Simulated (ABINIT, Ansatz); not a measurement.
# A GW chain in ABINIT: WS2 (Tungstenite)

How does a plane-wave GW calculation on WS2 (Tungstenite) run from the first input to the gap?

Main program and level: ABINIT 10.8.3; PBE and many-body steps on it, plane waves.

## 1. Set-up

It takes space group P6_3/mmc (No. 194, hexagonal). The conventional cell has a = 3.153 Å, b = 3.153 Å, c = 12.323 Å, α = 90.00°, β = 90.00°, γ = 120.00°. Nearest to W lie 6 S at 2.40 Å. Nearest to S lie 3 W at 2.40 Å. Farther neighbours and most contacts between anions are not listed.

The cell and positions come from the Crystallography Open Database and are kept as given unless a step says otherwise. Spin-orbit coupling is left out unless a step names it.

## 2. Ground state

This step: ABINIT 10.8.3; DFT, PBE, plane waves, norm-conserving pseudopotentials.

The ground-state density comes first.

run.abi reads:

```
acell 3*1.0 Angstrom
rprim 
  3.153199999992 0.000000000002 0.000000000000
  -1.576599999998 2.730751303206 0.000000000000
  0.000000000000 0.000000000000 12.323000000000
ntypat 2
znucl 74 16
natom 6
typat 1 1 2 2 2 2
xred 
  0.333333333333 0.666666666667 0.250000000000
  0.666666666667 0.333333333333 0.750000000000
  0.333333333333 0.666666666667 0.622500000000
  0.666666666667 0.333333333333 0.122500000000
  0.333333333333 0.666666666667 0.877500000000
  0.666666666667 0.333333333333 0.377500000000
pp_dirpath "pseudos"
pseudos "W.upf, S.upf"
ecut 31
ngkpt 6 6 2
nshiftk 1
shiftk 0 0 0
kptopt 1
chksymbreak 0
nband 33
occopt 1
tolvrs 1e-10
nstep 60
prtwf 0
optforces 0
optstress 0
indata_prefix "in"
outdata_prefix "out"
tmpdata_prefix "tmp"
```

Command:

```sh
OMP_NUM_THREADS=1 mpirun -n 8 abinit run.abi > log
```

Numbers of over 12 decimals in the logs are rounded to 6 here.

Log:

```text
.Version 10.8.3 of ABINIT. v10.8.2 released Aug 2026.

 Symmetries : space group P6_3/m m c (#194); Bravais hP (primitive hexag.)
================================================================================
 Values of the parameters that define the memory need of the present run
     intxc =       0    ionmov =       0      iscf =       7    lmnmax =       8
     lnmax =       8     mgfft =     120  mpssoang =       4    mqgrid =    5837
     natom =       6  nloc_mem =       1    nspden =       1   nspinor =       1
    nsppol =       1      nsym =      24    n1xccc =    2501    ntypat =       2
    occopt =       1   xclevel =       2
-    mband =          33        mffmem =           1         mkmem =           2
       mpw =        5944          nfft =      108000          nkpt =          14
================================================================================
  Rough estimation (10% accuracy) of disk space for files :
================================================================================

--------------------------------------------------------------------------------
------------- Echo of variables that govern the present computation ------------
--------------------------------------------------------------------------------
 -outvars: echo values of preprocessed input variables --------
            acell      1.8897261259E+00  1.8897261259E+00  1.8897261259E+00 Bohr

      chksymbreak           0
             ecut      3.10000000E+01 Hartree
-          fftalg         312

              ixc     -101130
              kpt      0.00000000E+00  0.00000000E+00  0.00000000E+00
                       1.66666667E-01  0.00000000E+00  0.00000000E+00
                       3.33333333E-01  0.00000000E+00  0.00000000E+00
                       5.00000000E-01  0.00000000E+00  0.00000000E+00
                       1.66666667E-01  1.66666667E-01  0.00000000E+00
                       3.33333333E-01  1.66666667E-01  0.00000000E+00
                       3.33333333E-01  3.33333333E-01  0.00000000E+00
                       0.00000000E+00  0.00000000E+00  5.00000000E-01
                       1.66666667E-01  0.00000000E+00  5.00000000E-01
                       3.33333333E-01  0.00000000E+00  5.00000000E-01
                       5.00000000E-01  0.00000000E+00  5.00000000E-01
[...]
kptrlatt        6    0    0      0    6    0      0    0    2
          kptrlen      3.57521065E+01
P           mkmem           2
            natom           6
            nband          33
            ngfft          30      30     120
             nkpt          14
            nstep          60
             nsym          24
           ntypat           2
              occ      2.000000  2.000000  2.000000  2.000000  2.000000  2.000000
                       2.000000  2.000000  2.000000  2.000000  2.000000  2.000000
                       2.000000  2.000000  2.000000  2.000000  2.000000  2.000000
                       2.000000  2.000000  2.000000  2.000000  2.000000  2.000000
                       2.000000  2.000000  0.000000  0.000000  0.000000  0.000000
[...]
optforces           0
        optstress           0
            prtwf           0
            rprim      3.1532000000E+00  2.0000000000E-12  0.0000000000E+00
[...]
spgroup         194

           tolvrs      1.00000000E-10

             xred      3.3333333333E-01  6.6666666667E-01  2.5000000000E-01
[...]
znucl       74.00000   16.00000

================================================================================

 chkinp: Checking input parameters for consistency.

================================================================================
== DATASET  1 ==================================================================
-   mpi_nproc: 8, omp_nthreads: 1 (-1 if OMP is not activated)

--- !DatasetInfo
iteration_state: {dtset: 1, }
dimensions: {natom: 6, nkpt: 14, mband: 33, nsppol: 1, nspinor: 1, nspden: 1, mpw: 5944, }
cutoff_energies: {ecut:  31.0, pawecutdg:  -1.0, }
electrons: {nelect:   5.20000000E+01, charge:   0.00000000E+00, occopt:   1.00000000E+00, tsmear:   1.00000000E-02, }

 Real(R)+Recip(G) space primitive vectors, cartesian coordinates (Bohr,Bohr^-1):
 R(1)=  5.9586844  0.0000000  0.0000000  G(1)=  0.1678223  0.0968922  0.0000000
 R(2)= -2.9793422  5.1603721  0.0000000  G(2)=  0.0000000  0.1937845  0.0000000
 R(3)=  0.0000000  0.0000000 23.2870950  G(3)=  0.0000000  0.0000000  0.0429422
 Unit cell volume ucvol=  7.1605555E+02 bohr^3
 Angles (23,13,12)=  9.00000000E+01  9.00000000E+01  1.20000000E+02 degrees

 getcut: wavevector=  0.0000  0.0000  0.0000  ngfft=  30  30 120
         ecut(hartree)=     31.000   => boxcut(ratio)=   2.01023

--- Pseudopotential description ------------------------------------------------
- W Generated using ONCVPSP code by D. R. Hamann
- 74.00000  14.00000  171031                  znucl, zion, pspdat
12 -101130 3 -1 1396                          pspcod,pspxc,lmax,lloc,mmax
     nproj     2     2     2     2
  pspatm : epsatm=   11.70739509
         --- l  ekb(1:nproj) -->
[...]
pspatm: atomic psp has been read  and splines computed

- S Generated using ONCVPSP code by D. R. Hamann
- 16.00000   6.00000  171031                  znucl, zion, pspdat
12 -101130 2 -1 1146                          pspcod,pspxc,lmax,lloc,mmax
     nproj     2     2     2     0
  pspatm : epsatm=    9.01821529
         --- l  ekb(1:nproj) -->
[...]
pspatm: atomic psp has been read  and splines computed

   3.09335787E+03                                ecore*ucvol(ha*bohr**3)
--------------------------------------------------------------------------------

_setup2: Arith. and geom. avg. npw (full set) are    5903.792    5903.746

================================================================================

--- !BeginCycle
iteration_state: {dtset: 1, }
solver: {iscf: 7, nstep: 60, nline: 4, wfoptalg: 0, }
tolerances: {tolvrs: 1.00E-10, }

     iter   Etot(hartree)      deltaE(h)  residm     vres2
 ETOT  1  -195.84886537400    -1.958E+02 8.652E-02 1.579E+02
 ETOT  2  -195.89030693970    -4.144E-02 3.711E-02 1.176E+03
 ETOT  3  -196.02861226715    -1.383E-01 1.384E-02 8.356E+00
 ETOT  4  -196.02942917523    -8.169E-04 5.021E-03 2.556E+00
 ETOT  5  -196.02958716226    -1.580E-04 4.625E-03 2.055E-02
 ETOT  6  -196.02958981700    -2.655E-06 1.050E-03 8.045E-03
 ETOT  7  -196.02959029102    -4.740E-07 8.389E-04 2.987E-05
 ETOT  8  -196.02959029387    -2.850E-09 5.135E-04 2.264E-06
 ETOT  9  -196.02959029411    -2.405E-10 1.853E-04 7.420E-08
 ETOT 10  -196.02959029411    -7.873E-12 4.535E-04 3.028E-09
 ETOT 11  -196.02959029411    -4.547E-13 1.653E-04 3.319E-10
 ETOT 12  -196.02959029412    -1.450E-12 4.851E-04 6.799E-12

 At SCF step   12       vres2   =  6.80E-12 < tolvrs=  1.00E-10 =>converged.

--- !ResultsGS
iteration_state: {dtset: 1, }
comment   : Summary of ground state results
lattice_vectors:
- [  5.9586844,   0.0000000,   0.0000000, ]
- [ -2.9793422,   5.1603721,   0.0000000, ]
- [  0.0000000,   0.0000000,  23.2870950, ]
lattice_lengths: [   5.95868,    5.95868,   23.28710, ]
lattice_angles: [ 90.000,  90.000, 120.000, ] # degrees, (23, 13, 12)
lattice_volume:   7.1605555E+02
convergence: {deltae: -1.450E-12, res2:  6.799E-12, residm:  4.851E-04, diffor:  0.000E+00, }
etotal    :  -1.96029590E+02
entropy   :   0.00000000E+00
fermie    :   3.49444803E-01
cartesian_stress_tensor: null
pressure_GPa: null
xred      :
- [  3.3333E-01,   6.6667E-01,   2.5000E-01,  W]
- [  6.6667E-01,   3.3333E-01,   7.5000E-01,  W]
- [  3.3333E-01,   6.6667E-01,   6.2250E-01,  S]
- [  6.6667E-01,   3.3333E-01,   1.2250E-01,  S]
- [  3.3333E-01,   6.6667E-01,   8.7750E-01,  S]
- [  6.6667E-01,   3.3333E-01,   3.7750E-01,  S]
cartesian_forces: null
force_length_stats: {min: null, max: null, mean: null, }

 Integrated electronic density in atomic spheres:
 ------------------------------------------------
 Atom  Sphere_radius  Integrated_density
[...]
================================================================================

 ----iterations are completed or convergence reached----

 Mean square residual over all n,k,spin=   29.308E-07; max=  48.513E-05
 reduced coordinates (array xred) for    6 atoms
[...]
0.666666666667      0.333333333333      0.750000000000
       0.333333333333      0.666666666667      0.622500000000
       0.666666666667      0.333333333333      0.122500000000
       0.333333333333      0.666666666667      0.877500000000
       0.666666666667      0.333333333333      0.377500000000
 rms dE/dt=  0.0000E+00; max dE/dt=  0.0000E+00; dE/dt below (all hartree)
    1       0.000000000000      0.000000000000      0.000000000000
    2       0.000000000000      0.000000000000      0.000000000000
    3       0.000000000000      0.000000000000      0.000000000000
    4       0.000000000000      0.000000000000      0.000000000000
    5       0.000000000000      0.000000000000      0.000000000000
    6       0.000000000000      0.000000000000      0.000000000000

 cartesian coordinates (angstrom) at end:
    1     -1.33e-12     1.820501     3.080750
    2      1.576600     0.910250     9.242250
    3     -1.33e-12     1.820501     7.671068
    4      1.576600     0.910250     1.509567
    5     -1.33e-12     1.820501    10.813432
    6      1.576600     0.910250     4.651933
 length scales=  1.889726125908  1.889726125908  1.889726125908 bohr
              =  1.000000000000  1.000000000000  1.000000000000 angstroms
 prteigrs : about to open file out_EIG
 Fermi (or HOMO) energy (hartree) =   0.34944   Average Vxc (hartree)=  -0.41084
 Eigenvalues (hartree) for nkpt=  14  k points:
 kpt#   1, nband= 33, wtk=  0.01389, kpt=  0.0000  0.0000  0.0000 (reduced coord)
  -2.39287   -2.39287   -1.07959   -1.07958   -1.07265   -1.07265   -1.07265   -1.07265
  -0.22539   -0.21688   -0.16868   -0.15256    0.06843    0.10714    0.20801    0.22170
   0.22170    0.22222    0.22222    0.26709    0.26709    0.26906    0.26906    0.29374
   0.30457    0.34944    0.43436    0.43442    0.43474    0.43539    0.43621    0.43925
   0.44308
 prteigrs : prtvol=0 or 1, do not print more k-points.

--- !EnergyTerms
iteration_state     : {dtset: 1, }
comment             : Components of total free energy in Hartree
kinetic             :  5.62979939834143E+01
hartree             :  5.12043006751492E+01
xc                  : -4.59534279593619E+01
Ewald energy        : -1.20345391836037E+02
psp_core            :  4.31999703190776E+00
local_psp           : -1.72738556691340E+02
non_local_psp       :  3.11854945021525E+01
total_energy        : -1.96029590294116E+02
total_energy_eV     : -5.33423689713459E+03
band_energy         : -1.79620718597031E+01

== END DATASET(S) ==============================================================
================================================================================

 -outvars: echo values of variables after computation  --------
           etotal     -1.9602959029E+02
            nband          33
             nkpt          14
          spgroup         194
 [... the other variables as echoed above ...]

 Calculation completed.
```

Run time: 21 s. Hardware: 8 MPI ranks of Arm Neoverse V2, shared host; peak memory 0.76 GiB.

This step gave:

| Item | Value |
| --- | --- |
| total energy | -5334.2369 eV |
| gap | 0.9807 eV |
| k of the valence top | 0, 0, 0 |
| k of the conduction bottom | 0.1667, 0.1667, 0 |
| least direct gap | 1.837 eV |

The gap is indirect, with the least direct gap 0.86 eV higher.

## 3. Empty states on the mesh, 6×6×1 mesh, 715 bands

The sums over transitions need many empty states on a uniform mesh; this step solves for them.

Changes to run.abi since step 2:

```diff
@@ -19,3 +19,3 @@
 ecut 31
-ngkpt 6 6 2
+ngkpt 6 6 1
 nshiftk 1
@@ -24,9 +24,10 @@
 chksymbreak 0
-nband 33
+irdden 1
+istwfk *1
+nband 715
+prtvol 0
+optdriver 6
+gwr_task "HDIAGO"
+paral_kgb 0
 occopt 1
-tolvrs 1e-10
-nstep 60
-prtwf 0
-optforces 0
-optstress 0
 indata_prefix "in"
```

Log:

```text
[banner, memory and clock lines left out]
.Version 10.8.3 of ABINIT. v10.8.2 released Aug 2026.

 Symmetries : space group P6_3/m m c (#194); Bravais hP (primitive hexag.)
[... echo of the input left out ...]
== DATASET  1 ==================================================================
-   mpi_nproc: 8, omp_nthreads: 1 (-1 if OMP is not activated)

--- !DatasetInfo
iteration_state: {dtset: 1, }
dimensions: {natom: 6, nkpt: 7, mband: 715, nsppol: 1, nspinor: 1, nspden: 1, mpw: 5929, }
cutoff_energies: {ecut:  31.0, pawecutdg:  -1.0, }
electrons: {nelect:   5.20000000E+01, charge:   0.00000000E+00, occopt:   1.00000000E+00, tsmear:   1.00000000E-02, }

.Using double precision arithmetic; gwpc =  8

- Reading GS density from: in_DEN

--- Pseudopotential description ------------------------------------------------
- W Generated using ONCVPSP code by D. R. Hamann
- 74.00000  14.00000  171031                  znucl, zion, pspdat
12 -101130 3 -1 1396                          pspcod,pspxc,lmax,lloc,mmax
     nproj     2     2     2     2
  pspatm : epsatm=   11.70739509
         --- l  ekb(1:nproj) -->
             0   12.992056    1.844411
             1    9.080024    1.409692
             2    4.470007    0.514403
             3   47.483863    0.881400
 pspatm: atomic psp has been read  and splines computed

- S Generated using ONCVPSP code by D. R. Hamann
- 16.00000   6.00000  171031                  znucl, zion, pspdat
12 -101130 2 -1 1146                          pspcod,pspxc,lmax,lloc,mmax
     nproj     2     2     2     0
  pspatm : epsatm=    9.01821529
         --- l  ekb(1:nproj) -->
             0    6.763951    0.574108
             1    3.227080    0.887329
             2   -3.547662   -0.986524
 pspatm: atomic psp has been read  and splines computed

   3.09335787E+03                                ecore*ucvol(ha*bohr**3)

 Total charge density [el/Bohr^3]
)     Maximum=    8.4948E-01  at reduced coord.    0.7667    0.5000    0.7500
)     Minimum=    1.5301E-03  at reduced coord.    0.6667    0.3333    0.1250
   Integrated=    5.2000E+01

 === KS gaps after direct diagonalization ===
 Indirect band gap semiconductor
 Fundamental gap:     0.981 (eV)
   VBM:     9.509 (eV) at k: [ 0.0000E+00,  0.0000E+00,  0.0000E+00]
   CBM:    10.490 (eV) at k: [ 1.6667E-01,  1.6667E-01,  0.0000E+00]
 Direct gap:         1.837 (eV) at k: [ 3.3333E-01,  3.3333E-01,  0.0000E+00]

== END DATASET(S) ==============================================================

 -outvars: echo values of variables after computation  --------
           etotal      0.0000000000E+00
            nband         715
             nkpt           7
          spgroup         194
 [... the other variables as echoed above ...]

 Calculation completed.
```

The job ended after 2.3 min (8 MPI ranks; peak memory 15 GiB; 18 min of CPU time).

Numbers from this step:

```
gap                                                           : 0.9806 eV
k of the valence top                                          : 0, 0, 0
k of the conduction bottom                                    : 0.1667, 0.1667, 0
least direct gap                                              : 1.837 eV
k points computed                                             : 7
lowest point of the top converged band, above the valence top : 182.8238 eV
```

On this mesh the gap is 0.981 eV.

## 4. Screening, 6×6×1 mesh, 707 bands, screening to 272.1 eV

The RPA dielectric matrix is built and inverted for each q.

This step: RPA screening on PBE, plane waves, norm-conserving pseudopotentials.

Changes to run.abi since step 3:

```diff
@@ -24,10 +24,11 @@
 chksymbreak 0
-irdden 1
 istwfk *1
-nband 715
-prtvol 0
-optdriver 6
-gwr_task "HDIAGO"
-paral_kgb 0
 occopt 1
+irdwfk 1
+optdriver 3
+nband 707
+ecuteps 10
+inclvkb 2
+awtr 1
+symchi 1
 indata_prefix "in"
```

Log:

```text
.Version 10.8.3 of ABINIT. v10.8.2 released Aug 2026.

 Symmetries : space group P6_3/m m c (#194); Bravais hP (primitive hexag.)
[... echo of the input left out ...]
== DATASET  1 ==================================================================
-   mpi_nproc: 8, omp_nthreads: 1 (-1 if OMP is not activated)

--- !DatasetInfo
iteration_state: {dtset: 1, }
dimensions: {natom: 6, nkpt: 7, mband: 707, nsppol: 1, nspinor: 1, nspden: 1, mpw: 5929, }
cutoff_energies: {ecut:  31.0, pawecutdg:  -1.0, }
electrons: {nelect:   5.20000000E+01, charge:   0.00000000E+00, occopt:   1.00000000E+00, tsmear:   1.00000000E-02, }

 SCREENING: Calculation of the susceptibility and dielectric matrices

 Based on a program developped by R.W. Godby, V. Olevano, G. Onida, and L. Reining.
 Incorporated in ABINIT by V. Olevano, G.-M. Rignanese, and M. Torrent.
.Using double precision arithmetic ; gwpc =  8

[... cell and pseudopotentials left out ...]
--------------------------------------------------------------------------------

 ==== K-mesh for the wavefunctions ====
 Number of points in the irreducible wedge :     7
[... list of points left out ...]
 Together with 24 symmetry operations and time-reversal symmetry
 yields    36 points in the full Brillouin Zone.

 ==== Q-mesh for the screening function ====
 Number of points in the irreducible wedge :     7
[... list of points left out ...]
 Together with 24 symmetry operations and time-reversal symmetry
 yields    36 points in the full Brillouin Zone.

 setmesh: FFT mesh size selected  =    24x   24x   96
          total number of points  =        55296

 vcoul_init : cutoff-mode = AUXILIARY_FUNCTION
 q-points for optical limit:   1
     1)      0.000010    0.000020    0.000030

- screening: taking advantage of time-reversal symmetry
- Maximum band index for partially occupied states nbvw = 26
- Remaining bands to be divided among processors   nbcw = 681
- Number of bands treated by each node ~85

 Number of electrons calculated from density =   52.0000; Expected =   52.0000
 average of density, n =  0.072620
 r_s =    1.4869
 omega_plasma =   25.9946 [eV]

 calculating chi0 at frequencies [eV] :
  1    0.000000E+00    0.000000E+00
  2    0.000000E+00    2.599465E+01

--------------------------------------------------------------------------------
  q-point number  1        q = ( 0.000000, 0.000000, 0.000000) [r.l.u.]
--------------------------------------------------------------------------------
[... chi0 elements left out ...]
 For q-point:  0.000010 0.000020 0.000030
  dielectric constant =  13.4690
  dielectric constant without local fields =  15.0831

  Average fulfillment of the sum rule on Im[epsilon] for q-point    1 :     97.49  [%]
[... wings left out ...]
  q-point number  2        q = ( 0.166667, 0.000000, 0.000000) [r.l.u.]
--------------------------------------------------------------------------------
[... chi0 elements left out ...]
  Average fulfillment of the sum rule on Im[epsilon] for q-point    2 :     97.99  [%]

 [... 5 further q-points ...]
```

Elapsed: 18 min, on 8 MPI ranks; peak memory 7.4 GiB.

This step gave:

```
ε∞ with local fields, on this mesh, along the program's q direction : 13.47
the same without local fields                                       : 15.08
plasma frequency                                                    : 25.99 eV
plane waves in the screening matrix                                 : 1095
```

Local fields lower ε∞ by 11 %. On a Γ-centred mesh this coarse the value itself is usually too large, while a short band sum pulls it down.

(Part 1 of 2 ends here.)

[Paths, hosts, dates, memory and timing lines, banners, echoed tables and standing remarks are left out of the program output.]

[Logs are printed without paths, hosts, clocks, repeated set-up lines and the standing remarks that a program may print on its own settings, such as how far it seeks lower states.]

[Runs of the session that timed out or met a known fault of the program may be left out.]

[Hosts, paths, dates, database ids (printed as entryN), source tags and the programs' standing remarks are cut or masked in the printed files.]

[G0W0 gaps are taken among the corrected bands and points alone; a level outside them can change the order at an edge.]

[Where Ansatz stands beside ABINIT at settings called matched, ABINIT's density can come from a denser mesh and the files from another edition; pairs whose starting gaps differed by over 0.03 eV were left out, so agreement reads better than it is.]
